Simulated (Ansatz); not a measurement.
# A thicker film of SrTiO3 (001), TiO2 faces from four thinner ones

In a field along its normal an insulating film takes a dipole p. Written as a length, p/(ε₀AE), it should grow by 1 − 1/ε for each ångström added.

Set-up. Ansatz 0.2.0, plane waves with PAW datasets (its set soft_2), PBEsol; perovskite films relaxed at a bulk in-plane lattice constant near the measured one, then held in weak fields of both signs with a dipole correction (A is the cell's area, E the outer field).

| run | distance between the outer atoms (Å) | p/(ε₀AE) (Å) |
| --- | --- | --- |
| 2 units | 7.704 | 8.406 |
| 3 units | 11.592 | 11.661 |
| 4 units | 15.477 | 14.927 |
| 5 units | 19.360 | 18.196 |
| 6 units | 23.244 | ? |

Q: Estimate the withheld value from the rows shown.

A least-squares line through the 4 rows shown has slope 0.8400 and intercept 1.9296; no row lies more than 0.006 Å off it. That slope means ε = 1/(1 − 0.8400) = 6.25. At 23.244 it gives 0.8400 × 23.244 + 1.9296 = 21.455 Å, beyond the rows fitted. Rounding and scatter of the rows alone allow about ±0.010 Å there.

The run itself gives 21.467 Å: a miss of +0.012 Å, or 0.1 % of the value. The length is met to within 1 %, though ε is more sensitive than the length: the two thickest films give ε = 6.34.

Caveats: This is the electronic response alone. A unit is one step of the cut along the normal (a plane, a pair of planes or a cell), and the layers relax along it, away from their bulk spacing where the functional's lattice constant differs from the one held.
